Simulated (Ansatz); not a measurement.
**Ta (Im-3m): the Drude term of Re ε in the infrared**

Re ε of Ta (Im-3m) at low photon energies is read from one computed spectrum; the carriers' damping was typed as γ = 0.05 eV.

It takes space group Im-3m (No. 229, cubic). Conventional cell: a = 3.303 Å, b = 3.303 Å, c = 3.303 Å, α = 90.00°, β = 90.00°, γ = 90.00°. Ta on site a is surrounded by 8 Ta at 2.86 Å.

Method: Ansatz 0.2.0, PBE, independent particles, k-mesh 14×14×14 with interpolation inside its cells, Gaussian parameter 0.1 eV.

Launch of the response step: `ansatz run input.yaml --threads 4 --pin off --max-ram 8192MiB --backend cpu --events-out ev --progress --plain --runs-dir out`. The run took 5 s, on 4 threads of Arm Neoverse V2, on a shared host.

| photon energy E (eV) | wavelength (µm) | Re ε |
| --- | --- | --- |
| 0.25 | 4.96 | -1193.3 |
| 0.30 | 4.13 | -833.4 |
| 0.35 | 3.54 | -611.4 |
| 0.40 | 3.10 | -465.6 |
| 0.50 | 2.48 | -292.5 |
| 0.60 | 2.07 | -197.7 |
| 0.70 | 1.77 | ? |

A Drude term over a constant background gives Re ε = ε_b − ωp²/(E² + γ²), linear in 1/(E² + γ²).

Working, on the rows shown:

| x = 1/(E² + γ²) (eV⁻²) | y = Re ε |
| --- | --- |
| 15.3846 | -1193.3 |
| 10.8108 | -833.4 |
| 8 | -611.4 |
| 6.15385 | -465.6 |
| 3.9604 | -292.5 |
| 2.75862 | -197.7 |

Means: x̄ = 7.8447, ȳ = -598.98. Σ(x − x̄)(y − ȳ) = -8635, Σ(x − x̄)² = 109.5. Slope = -8635 / 109.5 = -78.87; intercept = ȳ − slope · x̄ = 19.732. The line misses the rows shown by at most 0.48.

Q: What does the fit predict for the withheld row, and how well does it do?

A: At x = 2.0305 the line gives y = -140.41. The run gave -140.2, so the extrapolation is off by 0.21, 0.0 % of the range in the table.

Refitted with all rows, the slope is -78.88 and the intercept 19.815. These give ωp = √(−slope) = 8.88 eV, against 8.84 eV from the program's Fermi-surface sum, and an intercept of 19.8. Taking the program's Drude term off the rows leaves 10 at the lowest energy and 19 at the highest, so the background isn't constant: interband transitions lie in or near the window, and neither fitted number can be trusted. The values come from a sum over the points of one k-mesh and carry its error, which is largest for Fermi-surface quantities. Spin-orbit coupling is left out.
